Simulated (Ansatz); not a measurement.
# Cs on Co(0001): change of the work function, part 2 of 4

Wanted: Δφ(θ) for Cs/Co(0001), starting from the fcc site.

Ansatz 0.2.0; plane-wave DFT, PBE, Ansatz PAW.

So far, work function, upper face (eV): step 2 (the clean slab) 4.93.

## (3) Adsorbate added, k-mesh 4×4×1, coverage 0.111 ML

System of this step: Cs/Co(0001). The cell holds 37 atoms: 36 Co and 1 Cs. Its edges and angles: a = 7.530 Å, b = 7.530 Å, c = 27.551 Å, α = 90.0°, β = 90.0°, γ = 60.0°. Vacuum lies along c.

The clean slab as it ended is repeated in the plane and the adsorbate is set on one face; the cell's size fixes the coverage, and the k-mesh shrinks with it to keep the sampling density about even. Adsorbate and upper layers relax, since the dipole depends on the height.

input.yaml

```yaml
crystal:
  lattice:
    - [7.53, 0.0, 0.0]
    - [3.765, 6.5211712905, 0.0]
    - [0.0, 0.0, 27.5511662763]
  atoms:
    - { symbol: Co, position: [0.2222222222, 0.2222222222, 0.3266649371], spin: 1.82 }
    - { symbol: Co, position: [0.0, 0.0, 0.4005496497], spin: 1.76 }
    - { symbol: Co, position: [0.2222222222, 0.2222222222, 0.4747899592], spin: 1.74 }
    - { symbol: Co, position: [0.0, 0.0, 0.5454012703], spin: 1.79 }
    - { symbol: Co, position: [0.2222222222, 0.5555555556, 0.3266649371], spin: 1.82 }
    - { symbol: Co, position: [0.0, 0.3333333333, 0.4005496497], spin: 1.76 }
    - { symbol: Co, position: [0.2222222222, 0.5555555556, 0.4747899592], spin: 1.74 }
    - { symbol: Co, position: [0.0, 0.3333333333, 0.5454012703], spin: 1.79 }
    - { symbol: Co, position: [0.2222222222, 0.8888888889, 0.3266649371], spin: 1.82 }
    - { symbol: Co, position: [0.0, 0.6666666667, 0.4005496497], spin: 1.76 }
    - { symbol: Co, position: [0.2222222222, 0.8888888889, 0.4747899592], spin: 1.74 }
    - { symbol: Co, position: [0.0, 0.6666666667, 0.5454012703], spin: 1.79 }
    - { symbol: Co, position: [0.5555555556, 0.2222222222, 0.3266649371], spin: 1.82 }
    - { symbol: Co, position: [0.3333333333, 0.0, 0.4005496497], spin: 1.76 }
    - { symbol: Co, position: [0.5555555556, 0.2222222222, 0.4747899592], spin: 1.74 }
    - { symbol: Co, position: [0.3333333333, 0.0, 0.5454012703], spin: 1.79 }
    - { symbol: Co, position: [0.5555555556, 0.5555555556, 0.3266649371], spin: 1.82 }
    - { symbol: Co, position: [0.3333333333, 0.3333333333, 0.4005496497], spin: 1.76 }
    - { symbol: Co, position: [0.5555555556, 0.5555555556, 0.4747899592], spin: 1.74 }
    - { symbol: Co, position: [0.3333333333, 0.3333333333, 0.5454012703], spin: 1.79 }
    - { symbol: Co, position: [0.5555555556, 0.8888888889, 0.3266649371], spin: 1.82 }
    - { symbol: Co, position: [0.3333333333, 0.6666666667, 0.4005496497], spin: 1.76 }
    - { symbol: Co, position: [0.5555555556, 0.8888888889, 0.4747899592], spin: 1.74 }
    - { symbol: Co, position: [0.3333333333, 0.6666666667, 0.5454012703], spin: 1.79 }
    - { symbol: Co, position: [0.8888888889, 0.2222222222, 0.3266649371], spin: 1.82 }
    - { symbol: Co, position: [0.6666666667, 0.0, 0.4005496497], spin: 1.76 }
    - { symbol: Co, position: [0.8888888889, 0.2222222222, 0.4747899592], spin: 1.74 }
    - { symbol: Co, position: [0.6666666667, 0.0, 0.5454012703], spin: 1.79 }
    - { symbol: Co, position: [0.8888888889, 0.5555555556, 0.3266649371], spin: 1.82 }
    - { symbol: Co, position: [0.6666666667, 0.3333333333, 0.4005496497], spin: 1.76 }
    - { symbol: Co, position: [0.8888888889, 0.5555555556, 0.4747899592], spin: 1.74 }
    - { symbol: Co, position: [0.6666666667, 0.3333333333, 0.5454012703], spin: 1.79 }
    - { symbol: Co, position: [0.8888888889, 0.8888888889, 0.3266649371], spin: 1.82 }
    - { symbol: Co, position: [0.6666666667, 0.6666666667, 0.4005496497], spin: 1.76 }
    - { symbol: Co, position: [0.8888888889, 0.8888888889, 0.4747899592], spin: 1.74 }
    - { symbol: Co, position: [0.6666666667, 0.6666666667, 0.5454012703], spin: 1.79 }
    - { symbol: Cs, position: [0.1111111111, 0.1111111111, 0.6733350629] }
magnetization:
  spin_polarized: true
kpoints:
  mp_grid: { grid: [4, 4, 1] }
hamiltonian:
  xc: pbe
scf:
  occupations: { method: fermi_dirac, width: 0.1 }
  convergence: { dr2_threshold: 1.0e-08 }
efield:
  axis: 3
  dipole_correction: true
  ramp_position: 0.97
  ramp_width: 0.06
relax:
  f_tol: 0.02
  max_steps: 60
  constraints:
    - { sites: [0, 1, 4, 5, 8, 9, 12, 13, 16, 17, 20, 21, 24, 25, 28, 29, 32, 33] }
output:
  write_potential: true
  write_density: true
  volumetric_format: npy
```

Launch:

```
$ ansatz run input.yaml --threads 4 --pin off --max-ram 16384MiB --backend cpu --events-out ev --progress --plain --runs-dir out
```

Numbers of over 12 decimals in the logs are rounded to 6 here.

The log of the run:

```text
[...]
Crystal: 37 atoms, lattice volume = 1352.884 Å³
Basis set: ecut = 420 eV, 26493 PW (Γ), exchange–correlation on 108×108×384 points (8 copies of the dense FFT grid, shifted against one another)
Bands: 411, of which v1, the nominal top of the filled ones, is band 311 counted from 1 (310 counted from 0)
Symmetry: 6 space group operations
k-points: 4 of 16 (time reversal used)
[...]
Starting moments: Σ|m| = 63.99 μB on 36 of 37 sites
[...]
SCF iter   1: F=—  HF=-190186.498873 eV  |F-HF|=—  |Δ(HF+E_count)|=         —  Δρ=4.39e-2 (↑9.67e-3 ↓4.39e-2)  dr2=6.03e1  dr2_m=5.18e0  M=62.816 μB ∫|m|=64.874 μB  β_m=1.00  ethr=3.10e-3  p=0.000 e·Å  D=3.51e-6 V/Å  ΔV_dip=-0.00 eV  dr2_dipole=1.09e0  V_vac-E_F(+/−)=7.40/7.40 eV  ⟨swp⟩=9.0  Hψ=16603  notcnv=0  defer=315
[...]
SCF iter  19: F=-190200.734756 eV  HF=-190200.734756 eV  |F-HF|=5.62e-9  |Δ(HF+E_count)|=   6.11e-9  Δρ=5.34e-7 (↑1.69e-7 ↓5.34e-7)  dr2=8.17e-9  dr2_m=6.44e-10  M=61.130 μB ∫|m|=67.334 μB  ethr=1.22e-12  p=1.008 e·Å  D=1.35e-1 V/Å  ΔV_dip=-3.71 eV  dr2_dipole=1.09e-9  V_vac-E_F(+/−)=1.26/4.97 eV  ⟨swp⟩=6.1  Hψ=18999  notcnv=0
SCF 1 converged in 19 iterations: F = -190200.734756 eV  dr2 = 8.17e-9
[...]
relax step   1: F+E_penalty+E_count = -190200.73475625 eV  Δ(F+E_penalty+E_count) = +0.000e0 eV  max|allowed force component| = 6.366e-1 eV/Å  Δτ_max = 0.0000 Å  (19 SCF iters, accepted)
[...]
SCF iter   1: F=—  HF=-190200.799927 eV  |F-HF|=—  |Δ(HF+E_count)|=         —  Δρ=4.10e-4 (↑3.41e-4 ↓4.10e-4)  dr2=9.21e-3  dr2_m=1.08e-3  M=61.123 μB ∫|m|=67.335 μB  β_m=1.00  ethr=8.90e-7  p=1.008 e·Å  D=1.35e-1 V/Å  ΔV_dip=-3.71 eV  dr2_dipole=3.05e-3  V_vac-E_F(+/−)=1.26/4.97 eV  ⟨swp⟩=3.0  Hψ=12402  notcnv=0  defer=355
[...]
eigensolver tolerance schedule calibrated: the retry pair's looser diagonalisation under-reported the residual by θ = 0.40 (0.11/decade); ethr = c·dr2/N_el runs at the constant in force after the calibration composes with the one it found (an armed cap, an earlier calibration), c = 7.8e-2
[...]
SCF iter   2: F=—  HF=-190200.800402 eV  |F-HF|=—  |Δ(HF+E_count)|=   4.75e-4  Δρ=1.56e-4 (↑1.56e-4 ↓1.52e-4)  dr2=2.48e-3  dr2_m=6.80e-6  M=61.120 μB ∫|m|=67.333 μB  β_m=0.35  ethr=8.90e-7  p=1.006 e·Å  D=1.35e-1 V/Å  ΔV_dip=-3.71 eV  dr2_dipole=6.51e-4  V_vac-E_F(+/−)=1.27/4.97 eV  ⟨swp⟩=2.0  Hψ=4382  notcnv=0  defer=356
[...]
SCF iter  14: F=-190200.800647 eV  HF=-190200.800647 eV  |F-HF|=1.92e-9  |Δ(HF+E_count)|=  2.91e-11  Δρ=2.26e-7 (↑3.88e-8 ↓2.26e-7)  dr2=9.27e-10  dr2_m=1.24e-10  M=61.125 μB ∫|m|=67.335 μB  ethr=1.00e-12  p=1.010 e·Å  D=1.35e-1 V/Å  ΔV_dip=-3.72 eV  dr2_dipole=3.41e-11  V_vac-E_F(+/−)=1.25/4.97 eV  ⟨swp⟩=6.2  Hψ=15946  notcnv=0
SCF 2 converged in 14 iterations: F = -190200.800647 eV  dr2 = 9.27e-10
[...]
relax step   2: F+E_penalty+E_count = -190200.80064708 eV  Δ(F+E_penalty+E_count) = -6.589e-2 eV  max|allowed force component| = 5.475e-1 eV/Å  Δτ_max = 0.1087 Å  (14 SCF iters, accepted)
SCF iter   1: F=—  HF=-190200.888912 eV  |F-HF|=—  |Δ(HF+E_count)|=         —  Δρ=8.65e-4 (↑7.01e-4 ↓8.65e-4)  dr2=7.18e-2  dr2_m=4.78e-3  M=61.128 μB ∫|m|=67.356 μB  β_m=1.00  ethr=4.86e-5  p=1.010 e·Å  D=1.35e-1 V/Å  ΔV_dip=-3.72 eV  dr2_dipole=3.01e-2  V_vac-E_F(+/−)=1.26/4.98 eV  ⟨swp⟩=8.2  Hψ=10349  notcnv=0  defer=318
[...]
SCF iter  13: F=-190200.886234 eV  HF=-190200.886234 eV  |F-HF|=2.88e-9  |Δ(HF+E_count)|=   4.16e-9  Δρ=4.59e-7 (↑1.36e-7 ↓4.59e-7)  dr2=3.98e-9  dr2_m=5.57e-10  M=61.145 μB ∫|m|=67.362 μB  ethr=1.00e-12  p=0.972 e·Å  D=1.30e-1 V/Å  ΔV_dip=-3.58 eV  dr2_dipole=3.07e-11  V_vac-E_F(+/−)=1.39/4.97 eV  ⟨swp⟩=6.0  Hψ=18432  notcnv=0
SCF 3 converged in 13 iterations: F = -190200.886234 eV  dr2 = 3.98e-9
[...]
relax step   3: F+E_penalty+E_count = -190200.88623392 eV  Δ(F+E_penalty+E_count) = -8.559e-2 eV  max|allowed force component| = 2.632e-1 eV/Å  Δτ_max = 0.1961 Å  (13 SCF iters, accepted)
[...]
relax step   4: F+E_penalty+E_count = -190200.90294546 eV  Δ(F+E_penalty+E_count) = -1.671e-2 eV  max|allowed force component| = 1.270e-1 eV/Å  Δτ_max = 0.1950 Å  (13 SCF iters, accepted)
[...]
relax step   5: F+E_penalty+E_count = -190200.90612639 eV  Δ(F+E_penalty+E_count) = -3.181e-3 eV  max|allowed force component| = 2.952e-2 eV/Å  Δτ_max = 0.0496 Å  (12 SCF iters, accepted)
SCF iter   1: F=—  HF=-190200.905621 eV  |F-HF|=—  |Δ(HF+E_count)|=         —  Δρ=1.93e-4 (↑1.54e-4 ↓1.93e-4)  dr2=7.12e-4  dr2_m=3.30e-4  M=61.111 μB ∫|m|=67.314 μB  β_m=1.00  ethr=4.29e-7  p=0.926 e·Å  D=1.24e-1 V/Å  ΔV_dip=-3.41 eV  dr2_dipole=1.20e-4  V_vac-E_F(+/−)=1.56/4.97 eV  ⟨swp⟩=3.1  Hψ=6238  notcnv=0  defer=363
[...]
SCF iter  12: F=-190200.906364 eV  HF=-190200.906364 eV  |F-HF|=3.90e-9  |Δ(HF+E_count)|=   1.05e-9  Δρ=3.66e-7 (↑8.95e-8 ↓3.66e-7)  dr2=3.41e-9  dr2_m=3.95e-10  M=61.115 μB ∫|m|=67.317 μB  ethr=1.00e-12  p=0.926 e·Å  D=1.24e-1 V/Å  ΔV_dip=-3.41 eV  dr2_dipole=5.30e-10  V_vac-E_F(+/−)=1.56/4.97 eV  ⟨swp⟩=6.0  Hψ=15788  notcnv=0
SCF 6 converged in 12 iterations: F = -190200.906364 eV  dr2 = 3.41e-9
relax step   6: F+E_penalty+E_count = -190200.90636372 eV  Δ(F+E_penalty+E_count) = -2.373e-4 eV  max|allowed force component| = 3.359e-3 eV/Å  Δτ_max = 0.0033 Å  (12 SCF iters, accepted)
NSCF: frozen V_eff on 4 k-points
[...]
SCF converged after 12 iterations
Magnetization: 61.1149 μB (341.0574 up, 279.9426 down)
Absolute magnetization: 67.3355 μB (∫|ρ↑−ρ↓|, with the PAW one-centre terms)
[...]
Per-site moments (μB) at R_I (Å): [(1.819513, 1.030734), (1.754075, 1.030734), (1.729292, 0.998149), (1.735028, 0.993329), (1.819131, 1.030734), (1.754075, 1.030734), (1.741283, 1.003512), (1.735028, 0.993329), (1.819513, 1.030734), (1.755705, 1.030734), (1.729292, 0.998149), (1.791732, 1.004589), (1.819131, 1.030734), (1.754075, 1.030734), (1.741283, 1.003512), (1.735028, 0.993329), (1.819131, 1.030734), (1.755533,  [...]
Free energy (F): -190200.906364 eV
[...]
Internal energy: -190199.699307 eV  (E = F + TS)
E sigma→0 (E₀):  -190200.302835 eV
Entropy (-TS):   -1.207057 eV (-32.623 meV/atom)
Fermi energy:    3.525407 eV
Dipole field:    D = 0.123825 V/Å  (p = 0.925776 e·Å, saw-weighted, corrected)
Work function:   Φ+ = 1.5597 eV   Φ− = 4.9712 eV
[...]
--- Forces (eV/Å), atoms counted from 1 ---
  atom   1  Co     0.00152116     0.00087824     0.50685240
  atom   2  Co    -0.00811682    -0.00468625    -0.51675630
  atom   3  Co     0.00120509     0.00069576    -0.00077526
  atom   4  Co     0.00290904     0.00167953    -0.00012079
  atom   5  Co    -0.00028007     0.00016170     0.50827557
  atom   6  Co    -0.00000000     0.00937250    -0.51675630
  atom   7  Co     0.00071328    -0.00041181     0.00090459
  atom   8  Co    -0.00000000    -0.00335907    -0.00012079
  atom   9  Co    -0.00000000    -0.00175648     0.50685240
  atom  10  Co     0.01324419    -0.00764654    -0.50125135
  atom  11  Co     0.00000000    -0.00139152    -0.00077526
  atom  12  Co    -0.00151093     0.00087233    -0.00199592
  atom  13  Co     0.00000000    -0.00032340     0.50827557
  atom  14  Co     0.00811682    -0.00468625    -0.51675630
  atom  15  Co     0.00000000     0.00082363     0.00090459
  atom  16  Co    -0.00290904     0.00167953    -0.00012079
  atom  17  Co     0.00028007     0.00016170     0.50827557
  atom  18  Co     0.02011931     0.01161589    -0.50342740
  atom  19  Co    -0.00071328    -0.00041181     0.00090459
  atom  20  Co     0.00050217     0.00028993    -0.00075869
  atom  21  Co     0.00192093    -0.00110905     0.50836298
  atom  22  Co     0.00000000    -0.02323178    -0.50342740
  atom  23  Co     0.00009991    -0.00005768     0.00061980
  atom  24  Co     0.00000000    -0.00057986    -0.00075869
  atom  25  Co    -0.00152116     0.00087824     0.50685240
  atom  26  Co    -0.00000000     0.01529308    -0.50125135
  atom  27  Co    -0.00120509     0.00069576    -0.00077526
  atom  28  Co     0.00000000    -0.00174467    -0.00199592
  atom  29  Co    -0.00000000     0.00221810     0.50836298
  atom  30  Co    -0.02011931     0.01161589    -0.50342740
  atom  31  Co     0.00000000     0.00011536     0.00061980
  atom  32  Co    -0.00050217     0.00028993    -0.00075869
  atom  33  Co    -0.00192093    -0.00110905     0.50836298
  atom  34  Co    -0.01324419    -0.00764654    -0.50125135
  atom  35  Co    -0.00009991    -0.00005768     0.00061980
  atom  36  Co     0.00151093     0.00087233    -0.00199592
  atom  37  Cs     0.00000000     0.00000000     0.00019733
  max |Σ_I F_I| component: 1.37e-5 eV/Å
--- Band table (eV; the first three rows and the last of 8) ---
  k-point 0 ↑: bands = [... 307 lower, 2.3573, 2.3575, 2.3575, 2.3684, 2.3773, 2.3853, 2.3853, 2.3868, ... 96 higher]
  k-point 1 ↑: bands = [... 307 lower, 2.3755, 2.3810, 2.3814, 2.3830, 2.4023, 2.4467, 2.4491, 2.4544, ... 96 higher]
  k-point 2 ↑: bands = [... 307 lower, 2.4241, 2.4421, 2.4461, 2.4522, 2.4537, 2.4581, 2.4638, 2.4658, ... 96 higher]
  k-point 3 ↓: bands = [... 307 lower, 4.3666, 4.3808, 4.4000, 4.4152, 4.4250, 4.4384, 4.4422, 4.4438, ... 96 higher]
--- Relaxed structure (6 steps of the walk, 6 accepted, 0 SCFs on fresh bases) ---
  F+E_penalty+E_count = -190200.90636372 eV   max|allowed force component| = 3.359e-3 eV/Å
  atoms:
    - { symbol: Co, position: [0.222222, 0.222222, 0.326665] }
    - { symbol: Co, position: [1.1111101403313757e-11, 1.1111101403313758e-11, 0.400550] }
    - { symbol: Co, position: [0.222595, 0.222595, 0.474484] }
    - { symbol: Co, position: [-0.000511797, -0.000511797, 0.544662] }
    - { symbol: Co, position: [0.222222, 0.555556, 0.326665] }
    - { symbol: Co, position: [1.1111084274872951e-11, 0.333333, 0.400550] }
    - { symbol: Co, position: [0.222247, 0.555543, 0.475057] }
    - { symbol: Co, position: [-0.000511797, 0.334357, 0.544662] }
    - { symbol: Co, position: [0.222222, 0.888889, 0.326665] }
    - { symbol: Co, position: [-2.2222279572048365e-11, 0.666667, 0.400550] }
    - { symbol: Co, position: [0.222595, 0.888143, 0.474484] }
    - { symbol: Co, position: [0.000202922, 0.666565, 0.546130] }
    - { symbol: Co, position: [0.555556, 0.222222, 0.326665] }
    - { symbol: Co, position: [0.333333, 1.1111101403313758e-11, 0.400550] }
    - { symbol: Co, position: [0.555543, 0.222247, 0.475057] }
    - { symbol: Co, position: [0.334357, -0.000511797, 0.544662] }
    - { symbol: Co, position: [0.555556, 0.555556, 0.326665] }
    - { symbol: Co, position: [0.333333, 0.333333, 0.400550] }
    - { symbol: Co, position: [0.555543, 0.555543, 0.475057] }
    - { symbol: Co, position: [0.333005, 0.333005, 0.545925] }
    - { symbol: Co, position: [0.555556, 0.888889, 0.326665] }
    - { symbol: Co, position: [0.333333, 0.666667, 0.400550] }
    - { symbol: Co, position: [0.556445, 0.888444, 0.474833] }
    - { symbol: Co, position: [0.333005, 0.667324, 0.545925] }
    - { symbol: Co, position: [0.888889, 0.222222, 0.326665] }
    - { symbol: Co, position: [0.666667, -2.2222234688031943e-11, 0.400550] }
    - { symbol: Co, position: [0.888143, 0.222595, 0.474484] }
    - { symbol: Co, position: [0.666565, 0.000202922, 0.546130] }
    - { symbol: Co, position: [0.888889, 0.555556, 0.326665] }
    - { symbol: Co, position: [0.666667, 0.333333, 0.400550] }
    - { symbol: Co, position: [0.888444, 0.556445, 0.474833] }
    - { symbol: Co, position: [0.667324, 0.333005, 0.545925] }
    - { symbol: Co, position: [0.888889, 0.888889, 0.326665] }
    - { symbol: Co, position: [0.666667, 0.666667, 0.400550] }
    - { symbol: Co, position: [0.888444, 0.888444, 0.474833] }
    - { symbol: Co, position: [0.666565, 0.666565, 0.546130] }
    - { symbol: Cs, position: [0.111111, 0.111111, 0.656993] }
```

The job ended after 34 min (4 threads of Arm Neoverse V1, shared host; peak memory 11 GiB; 2.2 h of CPU time).

Step by step:

| step | energy less that of the first step (eV) | largest force component (eV/Å) |
| --- | --- | --- |
| 1 | 0.0000 | 0.6366 |
| 2 | -0.0659 | 0.5475 |
| 3 | -0.1515 | 0.2631 |
| 4 | -0.1682 | 0.1270 |
| 5 | -0.1714 | 0.0295 |
| 6 | -0.1716 | 0.0034 |

The run keeps the 6 symmetry operations that it works with, so distortions that break them were not tested.

The atoms that moved most (Å):

| atom | dx | dy | dz | length |
| --- | --- | --- | --- | --- |
| Cs37 | 0.000 | 0.000 | -0.450 | 0.450 |
| Co4 | -0.006 | -0.003 | -0.020 | 0.021 |
| Co16 | 0.006 | -0.003 | -0.020 | 0.021 |
| Co8 | 0.000 | 0.007 | -0.020 | 0.021 |
| Co36 | -0.001 | -0.001 | 0.020 | 0.020 |
| Co12 | 0.001 | -0.001 | 0.020 | 0.020 |
| Co28 | 0.000 | 0.001 | 0.020 | 0.020 |
| Co20 | -0.004 | -0.002 | 0.014 | 0.015 |

Final coordinates:

```xyz
37
Lattice="7.5300 0.0000 0.0000 3.7650 6.5212 0.0000 0.0000 0.0000 27.5512" Properties=species:S:1:pos:R:3
Co    2.5100    1.4491    9.0000
Co    0.0000    0.0000   11.0356
Co    2.5142    1.4516   13.0726
Co   -0.0058   -0.0033   15.0061
Co    3.7650    3.6229    9.0000
Co    1.2550    2.1737   11.0356
Co    3.7651    3.6228   13.0884
Co    1.2550    2.1804   15.0061
Co    5.0200    5.7966    9.0000
Co    2.5100    4.3474   11.0356
Co    5.0200    5.7917   13.0726
Co    2.5111    4.3468   15.0465
Co    5.0200    1.4491    9.0000
Co    2.5100    0.0000   11.0356
Co    5.0200    1.4493   13.0884
Co    2.5158   -0.0033   15.0061
Co    6.2750    3.6229    9.0000
Co    3.7650    2.1737   11.0356
Co    6.2749    3.6228   13.0884
Co    3.7613    2.1716   15.0409
Co    7.5300    5.7966    9.0000
Co    5.0200    4.3474   11.0356
Co    7.5350    5.7937   13.0822
Co    5.0200    4.3517   15.0409
Co    7.5300    1.4491    9.0000
Co    5.0200    0.0000   11.0356
Co    7.5258    1.4516   13.0726
Co    5.0200    0.0013   15.0465
Co    8.7850    3.6229    9.0000
Co    6.2750    2.1737   11.0356
Co    8.7850    3.6287   13.0822
Co    6.2787    2.1716   15.0409
Co   10.0400    5.7966    9.0000
Co    7.5300    4.3474   11.0356
Co   10.0350    5.7937   13.0822
Co    7.5289    4.3468   15.0465
Cs    1.2550    0.7246   18.1009
```

This step gave:

| Quantity | Value |
| --- | --- |
| energy at zero smearing | -190200.3028 eV |
| total moment | 61.11 μB |
| work function, upper face | 1.560 eV |
| work function, lower face | 4.971 eV |
| dipole along the normal | 0.9258 e·Å |
| step between the vacuum levels | -3.412 eV |

Running mean over 2.03561 Å of the planar mean; the ramp of the sawtooth is left out. The electron's electrostatic potential energy less the Fermi level by z:

| z (Å) | electron's electrostatic potential energy less the Fermi level (eV) |
| --- | --- |
| 4 | 4.97 |
| 5 | 4.97 |
| 6 | 4.91 |
| 7 | 4.19 |
| 8 | -3.47 |
| 9 | -10.3 |
| 10 | -10.5 |
| 11 | -10.5 |
| 12 | -10.5 |
| 13 | -10.6 |
| 14 | -11.5 |
| 15 | -10.4 |
| 16 | -4.21 |
| 17 | 1.83 |
| 18 | 0.433 |
| 19 | 0.486 |
| 20 | 1.34 |
| 21 | 1.53 |
| 22 | 1.55 |
| 23 | 1.56 |
| 24 | 1.56 |

Site moment by element, in μB:

| element | atoms | mean | spread (r.m.s.) | least | largest |
| --- | --- | --- | --- | --- | --- |
| Co | 36 | 1.77 | 0.03 | 1.73 | 1.82 |
| Cs | 1 | -0.01 | 0.00 | -0.01 | -0.01 |

The atoms farthest from the mean of their element:

| atom | x, y, z (Å) | site moment (μB) |
| --- | --- | --- |
| Co1 | 2.51, 1.45, 9.00 | 1.82 |
| Co9 | 5.02, 5.80, 9.00 | 1.82 |
| Co25 | 7.53, 1.45, 9.00 | 1.82 |
| Co13 | 5.02, 1.45, 9.00 | 1.82 |
| Co5 | 3.76, 3.62, 9.00 | 1.82 |
| Co17 | 6.28, 3.62, 9.00 | 1.82 |
| Co21 | 7.53, 5.80, 9.00 | 1.82 |
| Co33 | 10.04, 5.80, 9.00 | 1.82 |

The relaxation took 6 steps and lowered the energy by 0.17 eV; the largest force on the free atoms ends at 0.0034 eV/Å.

The covered face has 1.56 eV, -3.37 eV against the clean one; the bare back face has moved by -0.02 eV, a measure of how thin the slab is.

(Part 2 of 4 ends here.)

[Logs are printed without paths, hosts, clocks, repeated set-up lines and the standing remarks that a program may print on its own settings, such as how far it seeks lower states.]

[Hosts, paths, dates, database ids (printed as entryN), source tags and the programs' standing remarks are cut or masked in the printed files.]

[Maps of the electrostatic potential energy from Ansatz leave out the sawtooth potential of an applied field or a dipole correction, so their vacuum need not be flat; planar profiles and work functions include it.]
